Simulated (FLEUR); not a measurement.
# GdZn: parallel and opposed starts

Aim: find out whether GdZn carries moments, and which collinear order costs least.

Method: LDA (VWN) with U = 3.6 eV on Gd f; all-electron FLAPW, Dirac cores, scalar-relativistic bands, in FLEUR MaX-R8.1.

The database entry behind the starting cell differs from later determinations by our own check (about 0.4 % long), so it need not match the best structure at ambient conditions.

## 1. The structure

The structure is cubic, space group Pm-3m (No. 221). The conventional cell has a = 3.618 Å, b = 3.618 Å, c = 3.618 Å, α = 90.00°, β = 90.00°, γ = 90.00°. Gd has 8 Zn at 3.13 Å nearest. Nearest to Zn lie 8 Gd at 3.13 Å. Farther neighbours are not listed.

## 2. Run 1 (ferro +)

The parallel start is the test of whether parallel moments hold. A Hubbard U acts on the open shell, since semilocal functionals spread its electrons too much.

The file n_mmp_mat seeds the f occupations with whole cubic orbitals by Hund's first rule, so that the U acts from the first pass. inpgen writes inp.xml from crystal.txt; cutoffs, mixing, functional, smearing and local orbitals are then set in the file. The k list default-1 (kpts.xml, not shown) is a Γ-centred 8×8×8 mesh; where the ranks do not divide the number of points, some are split in two of half the weight.

Contents of inp.xml:

```
<?xml version="1.0" encoding="UTF-8" standalone="no"?>
<fleurInput fleurInputVersion="0.39">
   <comment>
      GdZn
   </comment>
   <calculationSetup>
      <cutoffs Kmax="3.6" Gmax="10.8" GmaxXC="10.8" numbands="0"/>
      <scfLoop itmax="130" minDistance="0.0001" maxIterBroyd="15" imix="Anderson" alpha="0.05" precondParam="0.0" spinf="2.0" sdNocoIR="T"/>
      <coreElectrons ctail="T" frcor="F" kcrel="0" coretail_lmax="0"/>
      <xcFunctional name="vwn" relativisticCorrections="F"/>
      <magnetism jspins="2"/>
      <soc l_soc="F" theta="0.0" phi="0.0" spav="F"/>
      <expertModes spex="0" secvar="F"/>
      <geometryOptimization l_f="F" forcealpha="1.0" forcemix="BFGS" epsdisp="0.00001" epsforce="0.00001"/>
      <ldaU l_linMix="F" mixParam="0.05" spinf="1.0"/>
   </calculationSetup>
   <cell>
      <bzIntegration valenceElectrons="30.0" mode="hist" fermiSmearingEnergy="0.00183747">
         <kPointListSelection listName="default-1"/>
         <xi:include xmlns:xi="http://www.w3.org/2001/XInclude" href="kpts.xml"> </xi:include>
      </bzIntegration>
      <xi:include xmlns:xi="http://www.w3.org/2001/XInclude" href="sym.xml"> </xi:include>
      <bulkLattice scale="1.0">
         <bravaisMatrix>
            <row-1>    6.8370291188027990     0.0000000000000000     0.0000000000000000</row-1>
            <row-2>    0.0000000000000000     6.8370291188027990     0.0000000000000000</row-2>
            <row-3>    0.0000000000000000     0.0000000000000000     6.8370291188027990</row-3>
         </bravaisMatrix>
      </bulkLattice>
   </cell>
   <atomSpecies>
      <species name="Gadolinium7.000" element="Gd" atomicNumber="64">
         <mtSphere radius="2.8" gridPoints="925" logIncrement="0.014"/>
         <atomicCutoffs lmax="10" lnonsphr="8"/>
         <electronConfig flipSpins="F">
            <coreConfig>(1s1/2) (2s1/2) (2p1/2) (2p3/2) (3s1/2) (3p1/2) (3p3/2) (4s1/2) (3d3/2) (3d5/2) (4p1/2) (4p3/2) (4d3/2) (4d5/2)</coreConfig>
            <valenceConfig>(5s1/2) (5p1/2) (5p3/2) (6s1/2) (4f5/2) (4f7/2) (5d3/2) (5d5/2)</valenceConfig>
            <stateOccupation state="(4f5/2)" spinUp="2.5" spinDown="0.5"/>
            <stateOccupation state="(4f7/2)" spinUp="4.0" spinDown="0.0"/>
            <stateOccupation state="(5d3/2)" spinUp="0.4" spinDown="0.0"/>
            <stateOccupation state="(5d5/2)" spinUp="0.6" spinDown="0.0"/>
         </electronConfig>
         <energyParameters s="6" p="6" d="5" f="4"/>
         <ldaU l="3" U="3.6" J="0.0" l_amf="F"/>
         <lo type="SCLO" l="0" n="5" eDeriv="0"/>
         <lo type="SCLO" l="1" n="5" eDeriv="0"/>
      </species>
      <species name="Zinc (Zn)" element="Zn" atomicNumber="30">
         <mtSphere radius="2.8" gridPoints="925" logIncrement="0.014"/>
         <atomicCutoffs lmax="10" lnonsphr="8"/>
         <electronConfig flipSpins="F">
            <coreConfig>(1s1/2) (2s1/2) (2p1/2) (2p3/2) (3s1/2) (3p1/2) (3p3/2)</coreConfig>
            <valenceConfig>(4s1/2) (3d3/2) (3d5/2)</valenceConfig>
         </electronConfig>
         <energyParameters s="4" p="4" d="3" f="4"/>
      </species>
   </atomSpecies>
   <atomGroups>
      <atomGroup species="Gadolinium7.000">
         <relPos label="                   1">.0000000000 .0000000000 .0000000000</relPos>
         <force calculate="T" relaxXYZ="TTT"/>
      </atomGroup>
      <atomGroup species="Zinc (Zn)">
         <relPos label="                   2">1.000/2.000 1.000/2.000 1.000/2.000</relPos>
         <force calculate="T" relaxXYZ="TTT"/>
      </atomGroup>
   </atomGroups>
   <output dos="F" band="F" slice="F">
      <bandDOS minEnergy="-.5*Htr" maxEnergy="0.5*Htr" sigma="0.015" storeEVData="T"/>
      <plotting iplot="0" polar="F">
         <plot TwoD="T" vec1="  1.0  0.0  0.0" vec2="  0.0  1.0  0.0" vec3="  0.0  0.0  1.0" zero="  0.0  0.0  0.0" file="plot"/>
      </plotting>
      <moessbauerParams electricFieldGradient="F" isomerShift="F" coreHyperfine="F" valenceHyperfine="F"/>
   </output>
</fleurInput>
```

Contents of crystal.txt:

```
GdZn
&input film=F cartesian=F /
3.61800000000  0.00000000000  0.00000000000
0.00000000000  3.61800000000  0.00000000000
0.00000000000  0.00000000000  3.61800000000
1.8897261246
1.0 1.0 1.0

2
64 0.00000000000  0.00000000000  0.00000000000 : 7.000
30 0.50000000000  0.50000000000  0.50000000000

&kpt div1=8 div2=8 div3=8 gamma=T /
```

Launch:

```sh
$ OMP_NUM_THREADS=1 inpgen -f crystal.txt > inpgen.log  # inp.xml is then edited as shown
$ OMP_NUM_THREADS=1 mpirun -n 4 fleur_MPI > fleur.log
```

Output:

```text
Welcome to FLEUR        (www.flapw.de)
      MaX-Release 8.1          (www.max-centre.eu)

 ========== k-point set info ==========
 Selected k-point list: default-1
 k-point list type: mesh
 0 x 0 x 0
 Number of k points: 36

 ------------Calculation Setup---------------------------
 Number of MPI-tasks      :            4
 Number of PE/node        :            4
 Number of OMP-threads    :            1
 k-points in parallel     :            4
 pe's per k-point         :            1
 No of k-point loops      :            9
 Eigenvalue solver        :       lapack
 Number of basis functions:          292
 Approximate size of matrices (H+S) per k-point:         0.001 GB
 --------------------------------------------------------
 Iteration:     1   Distance:      22.48244732 me/bohr^3
 Iteration:     2   Distance:      21.44313516 me/bohr^3
 Iteration:     3   Distance:      12.08602012 me/bohr^3
 Iteration:     4   Distance:       5.07198885 me/bohr^3
 Iteration:     5   Distance:       1.33914698 me/bohr^3
 Iteration:     6   Distance:       0.87715848 me/bohr^3
 Iteration:     7   Distance:       0.86356202 me/bohr^3
 Iteration:     8   Distance:       0.08586813 me/bohr^3
 Iteration:     9   Distance:       0.09144040 me/bohr^3
 Iteration:    10   Distance:       0.02256028 me/bohr^3
 Iteration:    11   Distance:       0.00918946 me/bohr^3
 Iteration:    12   Distance:       0.00810239 me/bohr^3
 Iteration:    13   Distance:       0.00120142 me/bohr^3
 Iteration:    14   Distance:       0.00079051 me/bohr^3
 Iteration:    15   Distance:       0.00046698 me/bohr^3
 Iteration:    16   Distance:       0.00036658 me/bohr^3
 Iteration:    17   Distance:       0.00016623 me/bohr^3
 Iteration:    18   Distance:       0.00005442 me/bohr^3

 ********************************************************************
 Run finished successfully
 Stop message:
   all done
 ********************************************************************

--- out.xml (last complete iteration) ---
<iteration numberForCurrentRun="   18" overallNumber="   18">
         [... left out ...]
         <bandgap value="0.0304548672" units="eV"/>
         <sumValenceSingleParticleEnergies value="-4.6899897207" units="Htr"/>
         <FermiEnergy value="0.2688207437" units="Htr"/>
         <valenceDensity>
            <mtCharges spin="1">
               <mtCharge atomType="1" total="11.6477051" s="1.1020785" p="2.9903112" d="0.5898024" f="6.9642076"/>
               <mtCharge atomType="2" total="5.8810122" s="0.5034922" p="0.4125679" d="4.9553426" f="0.0067352"/>
            </mtCharges>
            <mtCharges spin="2">
               <mtCharge atomType="1" total="4.3654938" s="1.0928085" p="2.9465758" d="0.2938658" f="0.0311242"/>
               <mtCharge atomType="2" total="5.8212541" s="0.5300933" p="0.3458113" d="4.9403203" f="0.0034672"/>
            </mtCharges>
            <spinDependentCharge spin="1" total="18.8045505" interstitial="1.2758332" mtSpheres="17.5287174"/>
            <spinDependentCharge spin="2" total="11.1954495" interstitial="1.0087016" mtSpheres="10.1867479"/>
            <totalCharge value="30.0000000000"/>
         </valenceDensity>
         [... left out ...]
         <allElectronCharges>
            <spinDependentCharge spin="1" total="50.8045505" interstitial="1.2759551" mtSpheres="49.5285954"/>
            <spinDependentCharge spin="2" total="43.1954495" interstitial="1.0088241" mtSpheres="42.1866254"/>
            <totalCharge value="93.9999999792"/>
         </allElectronCharges>
         <magneticMomentsInMTSpheres units="muBohr">
            <globalMagMoment atomType="1" vec="0.00000   0.00000   7.28221"/>
            <localMagMoment atomType="1" vec="0.00000   0.00000   7.28221"/>
            <globalMagMoment atomType="2" vec="0.00000   0.00000   0.05976"/>
            <localMagMoment atomType="2" vec="0.00000   0.00000   0.05976"/>
         </magneticMomentsInMTSpheres>
         <moessbauerParams unitsHFF="kG" unitsIS="e/bohr^3" unitsEFG="Htr/bohr^2">
         </moessbauerParams>
         <totalEnergy value="   -13066.5083817865" units="Htr">
            <sumOfEigenvalues value="    -7967.0470624228">
               <coreElectrons value="-7962.3570727021"/>
               <valenceElectrons value="-4.6899897207"/>
            </sumOfEigenvalues>
            <densityCoulombPotentialIntegral value="-21669.7771886680"/>
            <densityEffectivePotentialIntegral value="-22083.2450458082"/>
            <chargeDenXCDenIntegral value="-311.7369979264"/>
            <FockExchangeEnergyValence value="0.0000000000"/>
            <FockExchangeEnergyCore value="0.0000000000"/>
            <atomTypeDependentContributions atomType="1">
               <electronNucleiInteractionDifferentMTs value="13836.1214660916"/>
               <MadelungTerm value="-29.8452284956"/>
            </atomTypeDependentContributions>
            <atomTypeDependentContributions atomType="2">
               <electronNucleiInteractionDifferentMTs value="2164.0805691766"/>
               <MadelungTerm value="-6.4918385629"/>
            </atomTypeDependentContributions>
            <dftUCorrection value="-0.4583294151"/>
            <tkbTimesEntropy value="0.0004857986"/>
            <freeEnergy value="-13066.5088675851"/>
            <extrapolationTo0K value="-13066.5086246858"/>
         </totalEnergy>
         <ldaUDensityMatrix>
            <densityMatrixFor spin="1" atomType="1" uIndex="1" l="3" U="3.60000000" J="0.00000000">
               (+0.99479,+0.00000) (+0.00000,+0.00000) (+0.00000,+0.00000) (+0.00000,+0.00000) (-0.00078,+0.00000) (+0.00000,+0.00000) (+0.00000,+0.00000)
               (+0.00000,+0.00000) (+0.99504,+0.00000) (+0.00000,+0.00000) (+0.00000,+0.00000) (+0.00000,+0.00000) (+0.00075,+0.00000) (+0.00000,+0.00000)
               (+0.00000,+0.00000) (+0.00000,+0.00000) (+0.99519,+0.00000) (+0.00000,+0.00000) (+0.00000,+0.00000) (+0.00000,+0.00000) (-0.00078,+0.00000)
               (+0.00000,+0.00000) (+0.00000,+0.00000) (+0.00000,+0.00000) (+0.99418,+0.00000) (+0.00000,+0.00000) (+0.00000,+0.00000) (+0.00000,+0.00000)
               (-0.00078,+0.00000) (+0.00000,+0.00000) (+0.00000,+0.00000) (+0.00000,+0.00000) (+0.99519,+0.00000) (+0.00000,+0.00000) (+0.00000,+0.00000)
               (+0.00000,+0.00000) (+0.00075,+0.00000) (+0.00000,+0.00000) (+0.00000,+0.00000) (+0.00000,+0.00000) (+0.99504,+0.00000) (+0.00000,+0.00000)
               (+0.00000,+0.00000) (+0.00000,+0.00000) (-0.00078,+0.00000) (+0.00000,+0.00000) (+0.00000,+0.00000) (+0.00000,+0.00000) (+0.99479,+0.00000)
            </densityMatrixFor>
            <densityMatrixFor spin="2" atomType="1" uIndex="1" l="3" U="3.60000000" J="0.00000000">
               (+0.00411,+0.00000) (+0.00000,+0.00000) (+0.00000,+0.00000) (+0.00000,+0.00000) (-0.00193,+0.00000) (+0.00000,+0.00000) (+0.00000,+0.00000)
               (+0.00000,+0.00000) (+0.00504,+0.00000) (+0.00000,+0.00000) (+0.00000,+0.00000) (+0.00000,+0.00000) (+0.00157,+0.00000) (+0.00000,+0.00000)
               (+0.00000,+0.00000) (+0.00000,+0.00000) (+0.00511,+0.00000) (+0.00000,+0.00000) (+0.00000,+0.00000) (+0.00000,+0.00000) (-0.00193,+0.00000)
               (+0.00000,+0.00000) (+0.00000,+0.00000) (+0.00000,+0.00000) (+0.00261,+0.00000) (+0.00000,+0.00000) (+0.00000,+0.00000) (+0.00000,+0.00000)
               (-0.00193,+0.00000) (+0.00000,+0.00000) (+0.00000,+0.00000) (+0.00000,+0.00000) (+0.00511,+0.00000) (+0.00000,+0.00000) (+0.00000,+0.00000)
               (+0.00000,+0.00000) (+0.00157,+0.00000) (+0.00000,+0.00000) (+0.00000,+0.00000) (+0.00000,+0.00000) (+0.00504,+0.00000) (+0.00000,+0.00000)
               (+0.00000,+0.00000) (+0.00000,+0.00000) (-0.00193,+0.00000) (+0.00000,+0.00000) (+0.00000,+0.00000) (+0.00000,+0.00000) (+0.00411,+0.00000)
            </densityMatrixFor>
         </ldaUDensityMatrix>
         <ldaUDensityMatrixConvergence>
            <distance spin="1" distance="0.000000"/>
            <distance spin="2" distance="0.000000"/>
         </ldaUDensityMatrixConvergence>
         <densityConvergence units="me/bohr^3">
            <chargeDensity spin="1" distance="0.0000368769"/>
            <chargeDensity spin="2" distance="0.0000301920"/>
            <overallChargeDensity distance="0.0000397684"/>
            <spinDensity distance="0.0000544188"/>
         </densityConvergence>
      </iteration>
```

Wall time 10 s (4 MPI ranks of AMD EPYC 9R45, shared host); peak memory 0.25 GiB.

Read from the output:

| Item | Value |
| --- | --- |
| free energy | -355557.8197 eV |
| program's band gap on this mesh (in a metal only a level spacing) | 0.03045 eV |
| magnetization | 7.609 μB |
| final state | ferromagnetic |
| largest moment | 7.282 μB |

After 18 cycles the largest moment stands at 7.28 μB.

(Part 1 of 2 ends here.)

[Logs and program files are shortened in this print: banners, set-up blocks, solver, clock and traceback lines can be left out without a mark of their own.]

[Logs are printed without paths, hosts, clocks, repeated set-up lines and the standing remarks that a program may print on its own settings, such as how far it seeks lower states.]

[Hosts, paths, dates, database ids (printed as entryN), source tags and the programs' standing remarks are cut or masked in the printed files.]

[Where a cell is said to come from a database of computed structures, the database is the Materials Project.]
